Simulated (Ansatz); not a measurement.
# Al2O3 (Corundum): band gap by G0W0 on PBE

Aim: the quasiparticle gap of Al2O3 (Corundum), starting from PBE.

Program: Ansatz 0.2.0. Level of theory: PBE, then G0W0 on it, plane waves, PAW. Results are calculated unless marked as measured.

**What was measured.**

- Gap 8.7 eV: optical band gap of host from absorption; optical absorption, quoted from earlier work; bulk crystal (high-purity reference sample) (quoted in “Multi-petahertz electron interference in Cr:Al2O3 solid-state material”, 2018, pmc:5906618).

### 1. The structure

Symmetry: R-3c, No. 167, trigonal system. The conventional cell has a = 4.760 Å, b = 4.760 Å, c = 12.996 Å, α = 90.00°, β = 90.00°, γ = 120.00°. Nearest to Al lie 6 O at 1.85 to 1.97 Å. Nearest to O lie 4 Al at 1.85 to 1.97 Å. Farther neighbours and most contacts between anions are not listed.

Structure file:

```cif
data_structure
_symmetry_space_group_name_H-M 'P 1'
_symmetry_Int_Tables_number 1
_cell_length_a 5.1302
_cell_length_b 5.1302
_cell_length_c 5.1302
_cell_angle_alpha 55.287
_cell_angle_beta 55.287
_cell_angle_gamma 55.287
_cell_volume 85.02
loop_
_atom_site_label
_atom_site_type_symbol
_atom_site_fract_x
_atom_site_fract_y
_atom_site_fract_z
_atom_site_occupancy
Al1 Al 0.35216 0.35216 0.35216 1
Al2 Al 0.14784 0.14784 0.14784 1
Al3 Al 0.64784 0.64784 0.64784 1
Al4 Al 0.85216 0.85216 0.85216 1
O5 O 0.55668 0.94332 0.25000 1
O6 O 0.25000 0.55668 0.94332 1
O7 O 0.94332 0.25000 0.55668 1
O8 O 0.44332 0.05668 0.75000 1
O9 O 0.75000 0.44332 0.05668 1
O10 O 0.05668 0.75000 0.44332 1
```

The cell and positions come from the Crystallography Open Database and are kept as given unless a step says otherwise.

### 2. Bands along the symmetry lines

Levels along a band path and on the mesh show where this functional puts the band edges.

This step: DFT, PBE, plane waves, PAW; PAW set soft_1.

File input.yaml:

```yaml
crystal:
  lattice:
    - [2.38025, 1.3742379782, 4.3318666667]
    - [-2.38025, 1.3742379782, 4.3318666667]
    - [0.0, -2.7484759565, 4.3318666667]
  atoms:
    - { symbol: Al, position: [0.35216, 0.35216, 0.35216] }
    - { symbol: Al, position: [0.14784, 0.14784, 0.14784] }
    - { symbol: Al, position: [0.64784, 0.64784, 0.64784] }
    - { symbol: Al, position: [0.85216, 0.85216, 0.85216] }
    - { symbol: O, position: [0.55668, 0.94332, 0.25] }
    - { symbol: O, position: [0.25, 0.55668, 0.94332] }
    - { symbol: O, position: [0.94332, 0.25, 0.55668] }
    - { symbol: O, position: [0.44332, 0.05668, 0.75] }
    - { symbol: O, position: [0.75, 0.44332, 0.05668] }
    - { symbol: O, position: [0.05668, 0.75, 0.44332] }
kpoints:
  mp_grid: { grid: [6, 6, 6] }
  band_path:
    path:
      - [[0.0, 0.0, 0.0], [0.5, 0.5, 0.5], [0.76623952, 0.23376048, 0.5]]
      - [[0.5, -0.23376048, 0.23376048], [0.5, 0.0, 0.0], [0.0, 0.0, 0.0], [0.36688024, -0.36688024, 0.0]]
      - [[0.63311976, 0.0, 0.36688024], [0.5, 0.0, 0.5], [0.0, 0.0, 0.0]]
    npoints: 10
hamiltonian:
  xc: pbe
  pseudopotentials: { kind: paw, azcp: { folder: soft_1 } }
scf:
  occupations: { method: fermi_dirac, width: 0.02 }
  n_extra_bands: 7
output:
  eigenvalues: true
  write_density: true
  write_potential: true
  elf: true
  volumetric_format: npy
```

Started as:

```
ansatz run input.yaml --threads 4 --pin off --max-ram 138240MiB --backend cuda --events-out ev --progress --plain --runs-dir out --devices 1 --max-vram 26GiB
```

Numbers of over 12 decimals in the logs are rounded to 6 here.

The program printed:

```text
scf.n_extra_bands = 7 over 24 filled bands (N_el = 48.0): the run solves 31 bands
GPUs: using 1 of 1 available (devices: 1).
Engine: ansatz 0.2.0, x86_64-unknown-linux-gnu
Pseudopotentials: kind: paw
Pseudopotential: Al, paw, valence charge 3, recommended cutoff 420 eV (normal), soft_1/Al.paw.azcp
Pseudopotential: O, paw, valence charge 6, recommended cutoff 420 eV (normal), soft_1/O.paw.azcp
Functional definition: PBE
  parameter kappa = 0.804
  parameter beta = 0.066725
  exchange = pbe_x(kappa = kappa, mu = beta*pi^2/3)
  correlation = pbe_c(beta = beta)
device memory: the entry about to start is reckoned to put 1.6 GiB on a device that reports 51.9 GiB free (of which the cap on the GPU budget leaves the run 26.0 GiB)
GPU FFT provider: cuFFT
GPU libraries: cuBLAS 13.8.2, cuFFT 12.4.0, cuSOLVER 12.3.4
Crystal: 10 atoms, lattice volume = 85.018 Å³
Basis set: ecut = 420 eV, 1653 PW (Γ)
Bands: 31, of which v1, the nominal top of the filled ones, is band 24 counted from 1 (23 counted from 0)
Symmetry: 12 space group operations
Space group: R-3c (ITA 167), of the structure as read, at distance tolerance 4.4e-5 Å
k-points: 32 of 216
Non-local potential: Al, projectors of the file, l = 0: 2, l = 1: 2, l = 2: 1
Non-local potential: O, projectors of the file, l = 0: 2, l = 1: 2, l = 2: 1
PAW form: soft (Blöchl's): semilocal exchange-correlation on the pseudo side does not see the compensation charge
PAW one-centre angular grid: Al, 110 points (default); XC on 64 Gauss nodes
PAW one-centre angular grid: O, 110 points (default); XC on 64 Gauss nodes
Initial density: superposition of atomic densities (chi_scale 0.1, normalization cell, long waves kept (reshape's long-wave potential 0.00 eV rms))
Initial wavefunctions: pseudopotential atomic-orbital guess
GPU buffer pool allocated for 46656 grid points (all kernels)
GPU transforms: local potential and band sums: pruned to the plane-wave sphere, on 36×36×36
Functional: x = pbe(κ = 0.804, μ = 0.219515), c = pbe(β = 0.066725)
SCF iter   1: F=—  HF=-5573.283582 eV  |F-HF|=—  |Δ(HF+E_count)|=         —  Δρ=1.32e-1  dr2=1.37e1  ethr=3.10e-3  ⟨swp⟩=9.3  Hψ=5292  notcnv=0
preconditioner: auto → Resta (q_TF=auto, 2.480 Å⁻¹)  ε∞=3.5  [insulator: Δε(μ)=7.217 eV  Ē_g=17.770 eV  σ=0.020 eV  W_gap=1.00  n_scr=20 (ndim 8)  ℏωp=27.9 eV  f_vac=0.000  D(μ)=0.00/eV (n_scr^D=0)  ε∞_Penn≈3.5]
SCF iter   2: F=—  HF=-5569.697944 eV  |F-HF|=—  |Δ(HF+E_count)|=    3.59e0  Δρ=4.27e-2  dr2=8.05e-1  ethr=3.10e-3  ⟨swp⟩=3.6  Hψ=2407  notcnv=0  defer=32
SCF iter   3: F=—  HF=-5569.599636 eV  |F-HF|=—  |Δ(HF+E_count)|=   9.83e-2  Δρ=2.22e-2  dr2=2.25e-1  ethr=1.68e-3  ⟨swp⟩=2.0  Hψ=1040  notcnv=0  defer=32
SCF iter   4: F=—  HF=-5569.599440 eV  |F-HF|=—  |Δ(HF+E_count)|=   1.96e-4  Δρ=1.56e-3  dr2=1.41e-3  ethr=4.69e-4  ⟨swp⟩=3.2  Hψ=1843  notcnv=0  defer=32
SCF iter   5: F=—  HF=-5569.600803 eV  |F-HF|=—  |Δ(HF+E_count)|=   1.36e-3  Δρ=4.24e-4  dr2=1.38e-4  ethr=2.95e-6  ⟨swp⟩=2.2  Hψ=1876  notcnv=0  defer=32
SCF iter   6: F=—  HF=-5569.600863 eV  |F-HF|=—  |Δ(HF+E_count)|=   5.92e-5  Δρ=6.99e-5  dr2=5.52e-6  ethr=2.88e-7  ⟨swp⟩=2.0  Hψ=1553  notcnv=0  defer=32
SCF iter   7: F=—  HF=-5569.601025 eV  |F-HF|=—  |Δ(HF+E_count)|=   1.63e-4  Δρ=1.50e-5  dr2=1.92e-7  ethr=1.15e-8  ⟨swp⟩=2.7  Hψ=2881  notcnv=0  defer=33
SCF iter   8: F=-5569.601025 eV  HF=-5569.601025 eV  |F-HF|=1.52e-10  |Δ(HF+E_count)|=   6.74e-8  Δρ=1.72e-6  dr2=2.18e-9  ethr=2.08e-10  ⟨swp⟩=11.1  Hψ=3573  notcnv=0
SCF 1 converged in 8 iterations: F = -5569.601025 eV  dr2 = 2.18e-9
  greatest PAW one-centre occupation: 0.858 electrons in one spin orbital (limit 2), on the O atom at site 8 (counted from 0), in its partial waves of l = 0
device memory: the entry about to start is reckoned to put 3.1 GiB on a device that reports 52.4 GiB free (of which the cap on the GPU budget leaves the run 26.0 GiB)
NSCF: frozen V_eff on 73 k-points, pencils in batches of 32, up to order 140
SCF converged after 8 iterations
Free energy (F): -5569.601025 eV
Harris-Foulkes:  -5569.601025 eV  (|F-HF|=1.52e-10)
Internal energy: -5569.601025 eV  (E = F + TS)
E sigma→0 (E₀):  -5569.601025 eV
Fermi energy:    10.829653 eV
--- Per-component energies (eV) ---
  E_band       = 65.101951
  E_kinetic    = 1142.610809
  E_local      = -1962.104153  (includes V_loc(G=0)·N_el)
  E_nonlocal   = 351.501585
  E_hartree    = 747.025585
  E_xc         = -592.509821
  E_vxc        = -681.454398  (∫ρ·V_xc dr)
  E_paw        = -2858.399211  (= ΣΔE_a)
  E_vpaw       = -279.506210  (= ΣTr[D̂ρ^β])
  E_aug_tail   = 0.004748  (compensation charges beyond the density's cutoff)
  E_ewald      = -2397.730569
  E_smearing   = -0.000000  (= −TS)
  E_closure    = -0.000000  (closes the sum)
  Σ components = -5569.601025   (vs F -5569.601025, Δ=0.00e0)
--- Band table (eV; the first three rows and the last of 32) ---
  k-point 0: bands = [... 20 lower, 7.2136, 7.6662, 7.6662, 7.7107, 13.9300, 16.8793, 18.4754, 19.2576, ... 3 higher]
  k-point 1: bands = [... 20 lower, 7.0261, 7.3633, 7.6264, 7.6598, 14.5597, 17.3856, 18.0423, 18.9406, ... 3 higher]
  k-point 2: bands = [... 20 lower, 6.8675, 7.1598, 7.4792, 7.5245, 15.8736, 17.5343, 17.8870, 18.2452, ... 3 higher]
  k-point 31: bands = [... 20 lower, 7.3281, 7.3281, 7.3281, 7.3281, 16.3931, 16.3931, 18.8232, 18.8232, ... 3 higher]
```

Wall time 5 s (1 × NVIDIA H100 80GB HBM3 (shared by 3 runs) with 4 threads of AMD EPYC 7R13 (Zen 3), shared host); peak memory 0.91 GiB; 3.3 s of CPU time.

In the SCF lines HF is the Harris–Foulkes energy and dr2 the Hartree energy of the density residual, in eV; the loop may stop once dr2 is under the threshold and the program's other checks hold. Hψ counts applications of the Hamiltonian.

This step gave:

* filled bands: 24
* gap: 6.219 eV
* valence top at: Γ
* conduction bottom at: Γ
* least direct gap: 6.219 eV

Over mesh and path the gap is 6.219 eV, direct, at k = Γ.

Electronic bands along the path, in eV, zero at the top of the highest nominally filled band:

| point | band 21 | band 22 | band 23 | band 24 | band 25 | band 26 | band 27 | band 28 |
| --- | --- | --- | --- | --- | --- | --- | --- | --- |
| Γ | -0.50 | -0.04 | -0.04 | 0.00 | 6.22 | 9.17 | 10.76 | 11.55 |
| halfway | -0.51 | -0.51 | -0.11 | -0.11 | 7.20 | 9.22 | 10.61 | 11.67 |
| T | -0.38 | -0.38 | -0.38 | -0.38 | 8.68 | 8.68 | 11.11 | 11.11 |
| halfway | -0.85 | -0.85 | -0.54 | -0.54 | 9.38 | 9.38 | 10.82 | 10.82 |
| H2 | -0.85 | -0.85 | -0.51 | -0.51 | 9.72 | 9.72 | 10.14 | 10.14 |
| jump to H0 | -0.85 | -0.85 | -0.51 | -0.51 | 9.72 | 9.72 | 10.14 | 10.14 |
| halfway | -0.84 | -0.84 | -0.32 | -0.32 | 9.38 | 9.38 | 9.86 | 9.86 |
| L | -0.91 | -0.91 | -0.27 | -0.27 | 9.47 | 9.47 | 9.66 | 9.66 |
| halfway | -0.76 | -0.45 | -0.15 | -0.11 | 7.47 | 10.07 | 10.16 | 10.80 |
| Γ | -0.50 | -0.04 | -0.04 | 0.00 | 6.22 | 9.17 | 10.76 | 11.55 |
| halfway | -0.85 | -0.53 | -0.17 | -0.09 | 7.89 | 9.79 | 10.35 | 10.49 |
| S0 | -0.89 | -0.84 | -0.56 | -0.29 | 9.52 | 9.55 | 9.76 | 10.23 |
| jump to S2 | -0.89 | -0.84 | -0.56 | -0.29 | 9.52 | 9.55 | 9.76 | 10.23 |
| halfway | -0.96 | -0.84 | -0.74 | -0.27 | 9.61 | 9.80 | 9.81 | 10.25 |
| F | -1.03 | -0.92 | -0.74 | -0.26 | 9.65 | 9.74 | 9.94 | 10.42 |
| halfway | -0.97 | -0.59 | -0.26 | -0.17 | 7.74 | 10.14 | 10.18 | 10.76 |
| Γ | -0.50 | -0.04 | -0.04 | 0.00 | 6.22 | 9.17 | 10.76 | 11.55 |

Valence density in the ac plane of the conventional cell at fractional y = 0.000, with atoms of Al and O within 0.2 Å of it. It is the smooth field of the valence electrons, not physical close to the nuclei.

Values in e/Å³, 24 rows by 14 columns, each cell a mean:
```
0.1 0.1 0.2 0.5 1.1 1.3 0.7 0.3 0.2 0.1 0.1 0.1 0.1 0.1
0.1 0.2 0.6 2.2 5.4 5.9 2.6 0.6 0.2 0.1 0.1 0.1 0.1 0.1
0.1 0.2 0.6 1.8 4.0 4.4 2.0 0.5 0.2 0.1 0.1 0.1 0.1 0.1
0.0 0.1 0.2 0.4 0.6 0.6 0.4 0.2 0.1 0.2 0.2 0.2 0.1 0.1
0.1 0.2 0.2 0.1 0.1 0.1 0.1 0.3 0.7 1.3 1.3 0.7 0.3 0.2
0.2 0.2 0.2 0.2 0.1 0.1 0.2 0.7 2.7 6.1 5.8 2.4 0.7 0.3
0.2 0.2 0.2 0.1 0.1 0.1 0.2 0.6 2.0 4.5 4.3 1.9 0.6 0.2
0.1 0.1 0.2 0.2 0.2 0.2 0.1 0.2 0.4 0.6 0.7 0.5 0.3 0.1
0.1 0.1 0.3 0.7 1.2 1.2 0.7 0.3 0.1 0.1 0.1 0.2 0.1 0.1
0.1 0.2 0.7 2.3 5.4 5.9 2.6 0.6 0.2 0.1 0.1 0.1 0.2 0.1
0.1 0.2 0.5 1.6 4.0 4.4 2.0 0.5 0.2 0.1 0.1 0.1 0.1 0.1
0.0 0.1 0.1 0.3 0.6 0.6 0.4 0.3 0.2 0.2 0.1 0.1 0.1 0.0
0.1 0.1 0.1 0.1 0.1 0.1 0.2 0.5 1.0 1.3 0.8 0.3 0.1 0.1
0.1 0.1 0.1 0.1 0.1 0.1 0.3 1.4 4.5 6.3 3.7 1.1 0.3 0.1
0.1 0.1 0.2 0.1 0.1 0.1 0.3 1.1 3.4 4.6 2.8 1.0 0.3 0.1
0.0 0.1 0.2 0.2 0.2 0.1 0.2 0.3 0.5 0.6 0.5 0.3 0.2 0.1
0.1 0.2 0.5 1.0 1.4 1.0 0.4 0.2 0.1 0.1 0.1 0.2 0.2 0.1
0.2 0.4 1.3 4.2 6.6 4.4 1.3 0.3 0.1 0.1 0.1 0.2 0.2 0.2
0.2 0.4 1.1 3.2 4.9 3.2 1.0 0.3 0.1 0.1 0.1 0.2 0.2 0.2
0.1 0.2 0.4 0.6 0.7 0.5 0.3 0.2 0.1 0.2 0.2 0.2 0.1 0.1
0.1 0.1 0.1 0.1 0.1 0.1 0.2 0.4 1.0 1.3 0.9 0.5 0.2 0.1
0.1 0.1 0.2 0.1 0.1 0.1 0.3 1.4 4.5 6.3 3.7 1.2 0.4 0.1
0.1 0.1 0.1 0.1 0.1 0.1 0.3 1.1 3.4 4.6 2.7 0.8 0.3 0.1
0.0 0.0 0.1 0.1 0.1 0.2 0.2 0.3 0.6 0.6 0.4 0.2 0.1 0.0
```
Columns run along a (4.8 Å), rows up along c (13.0 Å), edges of the conventional cell, whose origin can differ from the input's. Atoms in or near the plane, at fractional coordinates: Al at (0.00, 0.35), Al at (0.00, 0.15), Al at (0.00, 0.65), Al at (0.00, 0.85), O at (0.31, 0.25), O at (0.33, 0.92), O at (0.36, 0.58), O at (0.69, 0.75), O at (0.67, 0.08), O at (0.64, 0.42).

Electrostatic potential energy in the ac plane of the conventional cell at fractional y = 0.000, with atoms of Al and O within 0.2 Å of it. With pseudopotentials it is smooth inside the atoms' cores, unlike the true potential.

Ten even steps from '_' (-30 eV) to '@' (14 eV), each cell a mean:
```
@@@@@@@@##**%%%%@@@@@@@@@@@@
##%%%%==____::%%@@@@@@@@%%##
##****==....==@@@@@@@@##++**
@@##++%%%%%%@@@@@@@@%%****@@
**++##%%@@@@@@@@%%****##****
##%%@@@@@@@@@@%%::____--%%##
**##%%@@@@@@@@%%==....==####
##****%%@@@@@@@@@@%%%%##++##
@@##++##****%%@@@@@@%%****@@
****##--____::@@@@@@@@%%****
%%%%@@++....==%%@@@@@@@@@@%%
@@@@@@@@%%%%%%%%@@@@@@@@@@@@
@@@@@@@@@@@@@@%%##**%%@@@@@@
##%%@@@@@@@@@@++____..##%%##
##****%%@@@@@@##::..::**++**
@@##++%%@@@@@@@@@@%%%%****@@
**++**##**##@@@@@@@@@@%%****
##%%**..____**@@@@@@@@@@%%##
**##**::__::##@@@@@@@@@@%%##
##****%%%%%%@@@@@@@@@@##++##
@@##++%%@@@@@@@@##**##****@@
****##%%@@@@@@**____..******
%%%%@@@@@@@@@@**::..--%%@@%%
@@@@@@@@@@@@%%%%%%%%@@@@@@@@
```
Columns run along a (4.8 Å; values clipped at the 3rd and 97th percentile), rows up along c (13.0 Å), edges of the conventional cell, whose origin can differ from the input's. Atoms in or near the plane, at fractional coordinates: Al at (0.00, 0.35), Al at (0.00, 0.15), Al at (0.00, 0.65), Al at (0.00, 0.85), O at (0.31, 0.25), O at (0.33, 0.92), O at (0.36, 0.58), O at (0.69, 0.75), O at (0.67, 0.08), O at (0.64, 0.42).

(Continued in part 2 of 2.)

[Paths, hosts, dates, memory and timing lines, banners, echoed tables and standing remarks are left out of the program output.]

[Logs are printed without paths, hosts, clocks, repeated set-up lines and the standing remarks that a program may print on its own settings, such as how far it seeks lower states.]

[Runs of the session that timed out or met a known fault of the program may be left out.]

[Cells called generated may have been cut or substituted from an entry of the Crystallography Open Database or the Materials Project.]

[Hosts, paths, dates, database ids (printed as entryN), source tags and the programs' standing remarks are cut or masked in the printed files.]

[Where an RPA ε∞ is given, it is that of the G0W0 mesh and is not shown converged in it. Names of k-points follow the symmetry that the program found, which can be lower than the space group named. Band edges on a path are those of the sampled points; other points can move an edge, and change direct to indirect where valleys lie close.]

[Hybrid gaps are those of their k-mesh and are not shown converged in it.]
